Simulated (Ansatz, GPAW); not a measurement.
# Work function of a 9-layer slab of Ni(100) at several levels

Wanted: work functions and dipole of a 9-layer slab of Ni(100), with the cost of each level.

Calculated with GPAW 26.7.0 and Ansatz 0.2.0; Ansatz plane waves; slab in vacuum with a dipole correction, relaxation, in the first sound run; inputs show where later runs differ.

**1. Set-up**

The cell holds 9 atoms: 9 Ni. Its edges and angles: a = 2.489 Å, b = 2.489 Å, c = 30.080 Å, α = 90.0°, β = 90.0°, γ = 90.0°. Vacuum lies along c.

**2. Relaxation**

Forces are removed first; all later runs use this geometry. The lowest 4 atoms are held at bulk positions and keep their forces.

Input file input.yaml:

```yaml
crystal:
  lattice:
    - [2.4890158698, 0.0, 0.0]
    - [0.0, 2.4890158698, 0.0]
    - [0.0, 0.0, 30.08]
  atoms:
    - { symbol: Ni, position: [0.0, 0.0, 0.2659574468], spin: 0.7 }
    - { symbol: Ni, position: [0.5, 0.5, 0.3244680851], spin: 0.7 }
    - { symbol: Ni, position: [0.0, 0.0, 0.3829787234], spin: 0.7 }
    - { symbol: Ni, position: [0.5, 0.5, 0.4414893617], spin: 0.7 }
    - { symbol: Ni, position: [0.0, 0.0, 0.5], spin: 0.7 }
    - { symbol: Ni, position: [0.5, 0.5, 0.5585106383], spin: 0.7 }
    - { symbol: Ni, position: [0.0, 0.0, 0.6170212766], spin: 0.7 }
    - { symbol: Ni, position: [0.5, 0.5, 0.6755319149], spin: 0.7 }
    - { symbol: Ni, position: [0.0, 0.0, 0.7340425532], spin: 0.7 }
magnetization:
  spin_polarized: true
kpoints:
  mp_grid: { grid: [13, 13, 1] }
hamiltonian:
  xc: pbe
scf:
  occupations: { method: fermi_dirac, width: 0.1 }
efield:
  axis: 3
  dipole_correction: true
  ramp_width: 0.05
relax:
  f_tol: 0.02
  max_steps: 60
  constraints: [{ sites: [0, 1, 2, 3] }]
output:
  write_potential: true
  write_density: true
  volumetric_format: npy
```

Started as:

```
ansatz run input.yaml --threads 4 --pin off --max-ram 8192MiB --backend cpu --events-out ev --progress --plain --runs-dir out
```

Numbers of over 12 decimals in the logs are rounded to 6 here.

What it wrote:

```text
Engine: ansatz 0.2.0, x86_64-unknown-linux-gnu
Pseudopotentials: kind: paw
Pseudopotential: Ni, paw, valence charge 18, recommended cutoff 420 eV (normal), Ni.paw.azcp
Functional definition: PBE
  parameter kappa = 0.804
  parameter beta = 0.066725
  exchange = pbe_x(kappa = kappa, mu = beta*pi^2/3)
  correlation = pbe_c(beta = beta)
Crystal: 9 atoms, lattice volume = 186.352 Å³
Basis set: ecut = 420 eV, 3613 PW (Γ), exchange–correlation on 36×36×432 points (8 copies of the dense FFT grid, shifted against one another)
Bands: 101, of which v1, the nominal top of the filled ones, is band 81 counted from 1 (80 counted from 0)
Symmetry: 8 space group operations
k-points: 28 of 169
Non-local potential: Ni, projectors of the file, l = 0: 3, l = 1: 2, l = 2: 3, l = 3: 1
PAW form: soft (Blöchl's): semilocal exchange-correlation on the pseudo side does not see the compensation charge
PAW one-centre angular grid: Ni, 590 points (default); XC on 64 Gauss nodes
Initial density: superposition of atomic densities (neutral atoms: chi_scale 0, normalization atom)
Starting moments: Σ|m| = 6.3 μB on 9 of 9 sites
Initial wavefunctions: pseudopotential atomic-orbital guess
Functional: x = pbe(κ = 0.804, μ = 0.219515), c = pbe(β = 0.066725)
SCF iter   1: F=—  HF=-52547.882136 eV  |F-HF|=—  |Δ(HF+E_count)|=         —  Δρ=3.80e-2 (↑1.48e-2 ↓3.80e-2)  dr2=8.80e0  dr2_m=5.17e-1  M=6.595 μB ∫|m|=6.914 μB  β_m=1.00  ethr=3.10e-3  p=0.000 e·Å  D=1.47e-13 V/Å  ΔV_dip=-0.00 eV  dr2_dipole=2.22e-8  V_vac-E_F(+/−)=7.31/7.31 eV  ⟨swp⟩=7.6  Hψ=24039  notcnv=0  defer=190
Mixer restart at iter 1: flushing history
efield: sawtooth ramp at fractional position 0.9750 (placed from the atoms, in the widest stretch of the axis that holds none; the zero of the levels goes with the place), width 0.0500; the density the first Hamiltonian is built on has a dipole p = 0.000 e·Å; the dipole correction subtracts the counter field D = 1.47e-13 V/Å, which shifts the + side's vacuum level by -0.00 eV against the − side's; the planar-averaged density in the ramp window peaks in size at 7.7e-6 e/Å³
preconditioner: auto → LDOS  [metal: Δε(μ)=0.002 eV  Ē_g=7.537 eV  σ=0.100 eV  W_gap=0.00  n_scr=60 (ndim 8)  ℏωp=25.8 eV  f_vac=0.435  D(μ)=17.24/eV (n_scr^D=238)]
spin=Collinear: LDOS preconditioning applied to the charge; magnetization (m = ρ↑ − ρ↓) channel mixes plain (no charge-response kernel on spin).
SCF iter   2: F=—  HF=-52548.472938 eV  |F-HF|=—  |Δ(HF+E_count)|=   5.91e-1  Δρ=1.59e-2 (↑1.59e-2 ↓1.21e-2)  dr2=1.13e0  dr2_m=1.28e-2  M=6.474 μB ∫|m|=7.087 μB  β_m=0.30  ethr=3.10e-3  p=-0.000 e·Å  D=-2.06e-6 V/Å  ΔV_dip=0.00 eV  dr2_dipole=6.68e-12  V_vac-E_F(+/−)=6.27/6.27 eV  ⟨swp⟩=2.3  Hψ=9412  notcnv=0  defer=320
density mixer auto → msr1: a metal under ldos (density of states about μ 3.95 of a free-electron gas's, 60 screened modes)
SCF iter   3: F=—  HF=-52551.581776 eV  |F-HF|=—  |Δ(HF+E_count)|=    3.11e0  Δρ=8.06e-3 (↑8.06e-3 ↓6.56e-3)  dr2=2.82e-1  dr2_m=7.73e-3  M=6.437 μB ∫|m|=7.087 μB  β_m=0.48  ethr=6.98e-4  p=0.000 e·Å  D=2.49e-5 V/Å  ΔV_dip=-0.00 eV  dr2_dipole=4.37e-7  V_vac-E_F(+/−)=5.85/5.85 eV  ⟨swp⟩=2.2  Hψ=8908  notcnv=0  defer=332
SCF iter   4: F=—  HF=-52555.125793 eV  |F-HF|=—  |Δ(HF+E_count)|=         —  Δρ=8.23e-3 (↑4.62e-3 ↓8.23e-3)  dr2=1.91e-1  dr2_m=1.00e-2  M=6.178 μB ∫|m|=6.948 μB  β_m=0.48  ethr=1.74e-4  p=0.000 e·Å  D=1.43e-5 V/Å  ΔV_dip=-0.00 eV  dr2_dipole=1.54e-9  V_vac-E_F(+/−)=5.25/5.25 eV  ⟨swp⟩=2.7  Hψ=11096  notcnv=0  defer=366
SCF iter   5: F=—  HF=-52555.752879 eV  |F-HF|=—  |Δ(HF+E_count)|=   6.27e-1  Δρ=6.14e-3 (↑2.90e-3 ↓6.14e-3)  dr2=9.37e-2  dr2_m=8.47e-3  M=6.035 μB ∫|m|=6.819 μB  β_m=0.74  ethr=1.18e-4  p=0.000 e·Å  D=2.11e-5 V/Å  ΔV_dip=-0.00 eV  dr2_dipole=1.56e-7  V_vac-E_F(+/−)=5.13/5.13 eV  ⟨swp⟩=2.1  Hψ=8968  notcnv=0  defer=379
SCF iter   6: F=—  HF=-52556.022281 eV  |F-HF|=—  |Δ(HF+E_count)|=   2.69e-1  Δρ=5.44e-3 (↑4.82e-3 ↓5.44e-3)  dr2=1.17e-1  dr2_m=9.19e-4  M=5.909 μB ∫|m|=6.705 μB  β_m=0.59  ethr=5.78e-5  p=-0.000 e·Å  D=-2.29e-6 V/Å  ΔV_dip=0.00 eV  dr2_dipole=1.22e-6  V_vac-E_F(+/−)=4.96/4.96 eV  ⟨swp⟩=2.6  Hψ=11259  notcnv=0  defer=406
SCF iter   7: F=—  HF=-52555.981981 eV  |F-HF|=—  |Δ(HF+E_count)|=   4.03e-2  Δρ=1.57e-3 (↑1.57e-3 ↓1.47e-3)  dr2=1.84e-2  dr2_m=2.25e-4  M=5.873 μB ∫|m|=6.670 μB  β_m=0.54  ethr=5.78e-5  p=0.000 e·Å  D=1.25e-5 V/Å  ΔV_dip=-0.00 eV  dr2_dipole=2.01e-7  V_vac-E_F(+/−)=4.93/4.93 eV  ⟨swp⟩=2.1  Hψ=10553  notcnv=0  defer=411
SCF iter   8: F=—  HF=-52555.984784 eV  |F-HF|=—  |Δ(HF+E_count)|=   2.80e-3  Δρ=4.33e-4 (↑4.33e-4 ↓3.76e-4)  dr2=1.28e-3  dr2_m=5.34e-5  M=5.890 μB ∫|m|=6.692 μB  β_m=0.57  ethr=1.13e-5  p=0.000 e·Å  D=6.60e-6 V/Å  ΔV_dip=-0.00 eV  dr2_dipole=1.15e-9  V_vac-E_F(+/−)=4.92/4.92 eV  ⟨swp⟩=2.3  Hψ=8325  notcnv=0  defer=411
SCF iter   9: F=—  HF=-52555.985557 eV  |F-HF|=—  |Δ(HF+E_count)|=   7.73e-4  Δρ=2.65e-4 (↑2.06e-4 ↓2.65e-4)  dr2=9.87e-5  dr2_m=6.95e-5  M=5.897 μB ∫|m|=6.701 μB  β_m=0.61  ethr=7.87e-7  p=0.000 e·Å  D=2.27e-6 V/Å  ΔV_dip=-0.00 eV  dr2_dipole=2.35e-8  V_vac-E_F(+/−)=4.91/4.91 eV  ⟨swp⟩=2.6  Hψ=10909  notcnv=0  defer=411
SCF iter  10: F=—  HF=-52555.985545 eV  |F-HF|=—  |Δ(HF+E_count)|=   1.20e-5  Δρ=1.54e-4 (↑6.87e-5 ↓1.54e-4)  dr2=3.47e-5  dr2_m=1.20e-5  M=5.897 μB ∫|m|=6.702 μB  β_m=0.71  ethr=6.09e-8  p=0.000 e·Å  D=4.75e-8 V/Å  ΔV_dip=-0.00 eV  dr2_dipole=4.48e-8  V_vac-E_F(+/−)=4.91/4.91 eV  ⟨swp⟩=2.8  Hψ=9810  notcnv=0  defer=411
SCF iter  11: F=—  HF=-52555.985569 eV  |F-HF|=—  |Δ(HF+E_count)|=   2.43e-5  Δρ=1.70e-4 (↑1.09e-4 ↓1.70e-4)  dr2=8.53e-5  dr2_m=2.31e-6  M=5.895 μB ∫|m|=6.702 μB  β_m=0.54  ethr=2.14e-8  p=0.000 e·Å  D=3.06e-6 V/Å  ΔV_dip=-0.00 eV  dr2_dipole=3.41e-7  V_vac-E_F(+/−)=4.90/4.90 eV  ⟨swp⟩=2.9  Hψ=10779  notcnv=0  defer=411
SCF iter  12: F=—  HF=-52555.985561 eV  |F-HF|=—  |Δ(HF+E_count)|=   8.26e-6  Δρ=4.10e-5 (↑2.41e-5 ↓4.10e-5)  dr2=5.16e-6  dr2_m=2.68e-7  M=5.895 μB ∫|m|=6.702 μB  β_m=0.54  ethr=2.14e-8  p=0.000 e·Å  D=1.14e-7 V/Å  ΔV_dip=-0.00 eV  dr2_dipole=6.98e-9  V_vac-E_F(+/−)=4.90/4.90 eV  ⟨swp⟩=2.1  Hψ=8774  notcnv=0  defer=411
SCF iter  13: F=-52555.985554 eV  HF=-52555.985561 eV  |F-HF|=7.23e-6  |Δ(HF+E_count)|=   4.12e-7  Δρ=3.07e-5 (↑6.02e-6 ↓3.07e-5)  dr2=7.55e-6  dr2_m=3.38e-7  M=5.895 μB ∫|m|=6.702 μB  ethr=3.18e-9  p=0.000 e·Å  D=7.00e-7 V/Å  ΔV_dip=-0.00 eV  dr2_dipole=7.21e-8  V_vac-E_F(+/−)=4.90/4.90 eV  ⟨swp⟩=9.8  Hψ=48336  notcnv=0
SCF 1 converged in 13 iterations: F = -52555.985554 eV  dr2 = 7.55e-6
[...]
SCF iter  14: F=—  HF=-52555.996147 eV  |F-HF|=—  |Δ(HF+E_count)|=   6.88e-8  Δρ=2.18e-5 (↑3.18e-6 ↓2.18e-5)  dr2=8.50e-6  dr2_m=1.51e-7  M=5.890 μB ∫|m|=6.696 μB  β_m=0.51  ethr=1.39e-10  p=0.000 e·Å  D=7.21e-5 V/Å  ΔV_dip=-0.00 eV  dr2_dipole=4.49e-6  V_vac-E_F(+/−)=4.90/4.90 eV  ⟨swp⟩=1.0  Hψ=5656  notcnv=0  defer=409
SCF iter  15: F=-52555.996144 eV  HF=-52555.996146 eV  |F-HF|=2.55e-6  |Δ(HF+E_count)|=   2.43e-8  Δρ=1.09e-5 (↑1.66e-6 ↓1.09e-5)  dr2=1.78e-6  dr2_m=3.85e-8  M=5.890 μB ∫|m|=6.696 μB  ethr=1.39e-10  p=0.000 e·Å  D=7.20e-5 V/Å  ΔV_dip=-0.00 eV  dr2_dipole=7.96e-7  V_vac-E_F(+/−)=4.90/4.90 eV  ⟨swp⟩=7.1  Hψ=35415  notcnv=0
SCF 3 converged in 15 iterations: F = -52555.996144 eV  dr2 = 1.78e-6
relax step   3: F+E_penalty+E_count = -52555.99614394 eV  Δ(F+E_penalty+E_count) = -4.369e-3 eV  max|allowed force component| = 1.479e-2 eV/Å  Δτ_max = 0.0313 Å  (15 SCF iters, dr2 threshold 3.64e-6 eV, accepted)
iter 1 solved again at ethr=5.09e-12 eV; its pass at ethr=3.10e-3 eV (dr2=8.24e-9 eV) is discarded
SCF iter   1: F=—  HF=-52555.996146 eV  |F-HF|=—  |Δ(HF+E_count)|=         —  Δρ=8.88e-7 (↑8.88e-7 ↓7.38e-7)  dr2=8.33e-9  dr2_m=5.64e-10  M=5.890 μB ∫|m|=6.696 μB  β_m=1.00  ethr=5.09e-12  p=0.000 e·Å  D=7.20e-5 V/Å  ΔV_dip=-0.00 eV  dr2_dipole=6.82e-9  V_vac-E_F(+/−)=4.90/4.90 eV  ⟨swp⟩=1.8  Hψ=13906  notcnv=0  defer=409
efield: sawtooth ramp at fractional position 0.9750 (handed on by an earlier solve), width 0.0500; the density the first Hamiltonian is built on has a dipole p = 0.000 e·Å; the dipole correction subtracts the counter field D = 7.20e-5 V/Å, which shifts the + side's vacuum level by -0.00 eV against the − side's; the planar-averaged density in the ramp window peaks in size at 9.5e-6 e/Å³
preconditioner: auto → LDOS  [metal: Δε(μ)=0.010 eV  Ē_g=7.649 eV  σ=0.100 eV  W_gap=0.02  n_scr=16 (ndim 8)  ℏωp=25.8 eV  f_vac=0.444  D(μ)=14.92/eV (n_scr^D=196)]
spin=Collinear: LDOS preconditioning applied to the charge; magnetization (m = ρ↑ − ρ↓) channel mixes plain (no charge-response kernel on spin).
SCF iter   2: F=—  HF=-52555.996146 eV  |F-HF|=—  |Δ(HF+E_count)|=   5.72e-9  Δρ=7.69e-6 (↑1.02e-6 ↓7.69e-6)  dr2=1.02e-6  dr2_m=1.98e-8  M=5.890 μB ∫|m|=6.696 μB  β_m=0.34  ethr=5.09e-12  p=0.000 e·Å  D=7.23e-5 V/Å  ΔV_dip=-0.00 eV  dr2_dipole=5.13e-7  V_vac-E_F(+/−)=4.90/4.90 eV  ⟨swp⟩=1.0  Hψ=5659  notcnv=0  defer=409
density mixer auto → msr1: a metal under ldos (density of states about μ 3.62 of a free-electron gas's, 60 screened modes)
SCF iter   3: F=—  HF=-52555.996146 eV  |F-HF|=—  |Δ(HF+E_count)|=   1.30e-9  Δρ=4.96e-6 (↑6.55e-7 ↓4.96e-6)  dr2=4.23e-7  dr2_m=8.35e-9  M=5.890 μB ∫|m|=6.696 μB  β_m=0.43  ethr=5.09e-12  p=0.000 e·Å  D=7.27e-5 V/Å  ΔV_dip=-0.00 eV  dr2_dipole=2.41e-7  V_vac-E_F(+/−)=4.90/4.90 eV  ⟨swp⟩=1.0  Hψ=5657  notcnv=0  defer=409
SCF iter   4: F=-52555.996146 eV  HF=-52555.996146 eV  |F-HF|=5.17e-8  |Δ(HF+E_count)|=  2.47e-10  Δρ=2.76e-6 (↑4.49e-7 ↓2.76e-6)  dr2=5.29e-8  dr2_m=2.44e-9  M=5.890 μB ∫|m|=6.696 μB  ethr=5.09e-12  p=0.000 e·Å  D=7.29e-5 V/Å  ΔV_dip=-0.00 eV  dr2_dipole=1.28e-10  V_vac-E_F(+/−)=4.90/4.90 eV  ⟨swp⟩=7.2  Hψ=33052  notcnv=0
SCF 4 converged in 4 iterations: F = -52555.996146 eV  dr2 = 5.29e-8
relax step   4: F+E_penalty+E_count = -52555.99614643 eV  Δ(F+E_penalty+E_count) = -2.492e-6 eV  max|allowed force component| = 1.478e-2 eV/Å  Δτ_max = 0.0000 Å  (4 SCF iters, accepted)
NSCF: frozen V_eff on 28 k-points
the band table was solved once a step of the walk had ended and its energy, with any forces and stress, was formed, with the checks that follow a solve (29503 applications of the Hamiltonian). They found nothing against the state; the energy, forces and stress were not computed again (output.eigenvalues in the input reference)
WARN: The output density's exchange-correlation potential varies sharply where the density is thin. Do not read a vacuum level from v_tot or v_xc, or from such a field of the output density. On a cell that repeats whose density bears no net charge and no dipole along the vacuum's axis use v_es (v_loc + v_h of the components); under efield.dipole_correction with no amplitude use v_es + v_field, which holds any externa [...]
SCF converged after 4 iterations
Magnetization: 5.8904 μB (83.9452 up, 78.0548 down)
Absolute magnetization: 6.7025 μB (∫|ρ↑−ρ↓|, with the PAW one-centre terms)
Spin contamination: 0.0742 ħ² per cell (⟨S²⟩ above its minimum at these occupations)
Per-site moments (μB) at R_I (Å): [(0.766865, 1.026719), (0.686856, 1.026719), (0.675968, 1.026719), (0.659074, 1.026719), (0.665111, 1.026559), (0.659215, 1.026559), (0.673127, 1.026719), (0.688578, 1.007861), (0.762625, 1.007861)]
Free energy (F): -52555.996146 eV
Harris-Foulkes:  -52555.996146 eV  (|F-HF|=5.17e-8)
Internal energy: -52555.506328 eV  (E = F + TS)
E sigma→0 (E₀):  -52555.751237 eV
Entropy (-TS):   -0.489818 eV (-54.424 meV/atom)
Fermi energy:    7.278036 eV
Dipole field:    D = 0.000089 V/Å  (p = 0.000091 e·Å, saw-weighted, corrected)
Work function:   Φ+ = 4.8981 eV   Φ− = 4.9007 eV
Levels:          The Fermi level and band energies are counted from a zero that moves with the ramp; work functions are not
--- Per-component energies (eV) ---
  E_band       = -4309.155409
  E_kinetic    = 2536.209860
  E_local      = -467293.014688  (includes V_loc(G=0)·N_el)
  E_nonlocal   = 5728.671436
  E_hartree    = 230218.028359
  E_xc         = -759.257554
  E_vxc        = -978.707824  (∫ρ·V_xc dr)
  E_paw        = -14673.785199  (= ΣΔE_a)
  E_vpaw       = -4738.305267  (= ΣTr[D̂ρ^β])
  E_aug_tail   = 0.005022  (compensation charges beyond the density's cutoff)
  E_efield     = 0.000000  (sawtooth field / dipole correction)
  E_vefield    = 0.000056  (∫n·V_field dr)
  E_ewald      = 191687.636436
  E_smearing   = -0.489818  (= −TS)
  E_closure    = -0.000000  (closes the sum)
  Σ components = -52555.996146   (vs F -52555.996146, Δ=0.00e0)
--- Forces (eV/Å), atoms counted from 1 ---
  atom   1  Ni     0.00000000     0.00000000     0.31781115
  atom   2  Ni     0.00000000     0.00000000    -0.35665322
  atom   3  Ni     0.00000000     0.00000000     0.02514132
  atom   4  Ni     0.00000000     0.00000000     0.01424274
  atom   5  Ni     0.00000000     0.00000000    -0.00186932
  atom   6  Ni     0.00000000     0.00000000     0.00271961
  atom   7  Ni    -0.00000000     0.00000000     0.00064211
  atom   8  Ni    -0.00000000     0.00000000    -0.01478367
  atom   9  Ni     0.00000000     0.00000000     0.01270142
  max |Σ_I F_I| component: 4.79e-5 eV/Å
--- Band table (eV; the first three rows and the last of 56) ---
  k-point 0 ↑: bands = [... 77 lower, 6.4130, 6.4568, 6.4568, 6.5389, 6.6306, 6.6607, 6.6607, 6.6871, ... 16 higher]
  k-point 1 ↑: bands = [... 77 lower, 6.3692, 6.3746, 6.4375, 6.4984, 6.5496, 6.5796, 6.6531, 6.6692, ... 16 higher]
  k-point 2 ↑: bands = [... 77 lower, 6.1732, 6.3414, 6.3522, 6.4873, 6.5245, 6.6255, 6.6920, 6.7111, ... 16 higher]
  k-point 27 ↓: bands = [... 77 lower, 7.6425, 7.6579, 7.8576, 7.8927, 9.6122, 10.2558, 10.5130, 11.1215, ... 16 higher]
--- Relaxed structure (4 steps of the walk, 4 accepted, 0 SCFs on fresh bases) ---
  F+E_penalty+E_count = -52555.99614643 eV   max|allowed force component| = 1.478e-2 eV/Å
  atoms:
    - { symbol: Ni, position: [0.0, 0.0, 0.2659574468] }
    - { symbol: Ni, position: [0.500000, 0.500000, 0.3244680851] }
    - { symbol: Ni, position: [0.0, 0.0, 0.382979] }
    - { symbol: Ni, position: [0.500000, 0.500000, 0.4414893617] }
    - { symbol: Ni, position: [0, 0.0, 0.500001] }
    - { symbol: Ni, position: [0.500000, 0.500000, 0.558494] }
    - { symbol: Ni, position: [0, 0.0, 0.617043] }
    - { symbol: Ni, position: [0.500000, 0.500000, 0.676031] }
    - { symbol: Ni, position: [0, 0.0, 0.732371] }
```

Elapsed: 1.8 min, on 4 threads of AMD EPYC 7R13 (Zen 3), shared host; peak memory 1.3 GiB; 7.1 min of CPU time.

The steps of the relaxation:

```
step  energy less that of the first step (eV)  largest force component (eV/Å)
   1                                   0.0000                          0.3569
   2                                  -0.0062                          0.2413
   3                                  -0.0106                          0.0148
   4                                  -0.0106                          0.0148
```

Forces are held to the 8 operations that the run works with; a distortion that breaks them can't arise in this run.

The atoms that moved most (Å):

```
atom     dx     dy      dz  length
 Ni9  0.000  0.000  -0.050   0.050
 Ni8  0.000  0.000   0.015   0.015
```

The relaxed structure:

```cif
data_structure
_symmetry_space_group_name_H-M 'P 1'
_symmetry_Int_Tables_number 1
_cell_length_a 2.4890
_cell_length_b 2.4890
_cell_length_c 30.0800
_cell_angle_alpha 90.000
_cell_angle_beta 90.000
_cell_angle_gamma 90.000
_cell_volume 186.35
loop_
_atom_site_label
_atom_site_type_symbol
_atom_site_fract_x
_atom_site_fract_y
_atom_site_fract_z
_atom_site_occupancy
Ni1 Ni 0.00000 0.00000 0.26596 1
Ni2 Ni 0.50000 0.50000 0.32447 1
Ni3 Ni 0.00000 0.00000 0.38298 1
Ni4 Ni 0.50000 0.50000 0.44149 1
Ni5 Ni 0.00000 0.00000 0.50000 1
Ni6 Ni 0.50000 0.50000 0.55849 1
Ni7 Ni 0.00000 0.00000 0.61704 1
Ni8 Ni 0.50000 0.50000 0.67603 1
Ni9 Ni 0.00000 0.00000 0.73237 1
```

Numbers from this step:

| Item | Value |
| --- | --- |
| free energy | -52555.9961 eV |
| smearing term TS | 0.4898 eV |
| magnetization | 5.890 μB |
| absolute magnetization | 6.702 μB |
| symmetry operations | 8 |
| upper work function | 4.898 eV |
| lower work function | 4.901 eV |
| dipole along the normal | 9.13e-5 e·Å |
| dipole field | 8.86e-5 V/Å |
| vacuum level above | 12.18 eV |
| vacuum level below | 12.18 eV |

The electrostatic potential energy of an electron (with the applied field's), less the Fermi level, planar mean oscillates, so the rows of the table below give means over windows of 1.81 Å about each position, cut where the curve ends. Its maxima inside the range that stand out by 2 % of the span (Å: eV): 8.9: -2.43, 10.6: -2.69, 12.4: -2.48, 14.2: -2.60, 15.9: -2.61, 17.7: -2.46, 19.5: -2.46, 21.2: -3.31. Its minima: 7.9: -17.2, 9.7: -17.5, 11.6: -17.4, 13.2: -17.4, 15.0: -17.5, 16.9: -17.4, 18.5: -17.4, 20.3: -17.5, 22.0: -17.3.

The electrostatic potential energy of an electron (with the applied field's), less the Fermi level, planar mean by z; means over each step:

z (Å), electrostatic potential energy of an electron (with the applied field's), less the Fermi level, planar mean (eV) and a bar from the least value:
```
     0.91        4.9 ##############################
     2.71        4.9 ##############################
     4.52        4.9 ##############################
     6.33        3.6 ############################
     8.14       -9.9 ##
     9.95      -10.2 #
    11.76      -10.2 #
    13.57      -10.3 #
    15.38      -10.3 #
    17.20      -10.3 #
    19.00      -10.3 #
    20.81      -10.9 
    22.62       -6.4 #########
    24.43        4.7 ##############################
    26.24        4.9 ##############################
    28.05        4.9 ##############################
    29.86        4.9 ##############################
```

The valence density, planar mean (density) oscillates, so the rows of the table below give means over windows of 1.81 Å about each position, cut where the curve ends. Its maxima inside the range that stand out by 2 % of the span (Å: e/Å³): 7.9: 3.84, 9.7: 3.98, 11.6: 3.93, 13.2: 3.90, 15.0: 3.98, 16.9: 3.90, 18.5: 3.93, 20.3: 3.98, 22.0: 3.94. Its minima: 8.9: 0.366, 10.6: 0.371, 12.4: 0.363, 14.2: 0.368, 15.9: 0.368, 17.7: 0.363, 19.5: 0.361, 21.2: 0.404.

Valence density, planar mean against z; means over each step:

```
z (Å)  density (e/Å³)  rho spin (e/Å³)
 2.71          4.2e-6          -6.5e-7
 4.52          4.4e-4          -3.9e-5
 6.33          0.0475          -8.8e-5
 8.14            1.60           0.0647
 9.95            1.62           0.0580
11.76            1.62           0.0571
13.57            1.62           0.0558
15.38            1.63           0.0565
17.20            1.63           0.0564
19.00            1.63           0.0575
20.81            1.71           0.0622
22.62            1.34           0.0578
24.43         0.00672          -3.4e-4
26.24          6.6e-5          -7.9e-6
```

Site moment by atom:

```
atom  site moment (μB)
 Ni1             0.767
 Ni2             0.687
 Ni3             0.676
 Ni4             0.659
 Ni5             0.665
 Ni6             0.659
 Ni7             0.673
 Ni8             0.689
 Ni9             0.763
```

The relaxation lowered the energy of the cell by 0.0106 eV.

[end of part 1 of 4]

[Logs are printed without paths, hosts, clocks, repeated set-up lines and the standing remarks that a program may print on its own settings, such as how far it seeks lower states.]

[Hosts, paths, dates, database ids (printed as entryN), source tags and the programs' standing remarks are cut or masked in the printed files.]
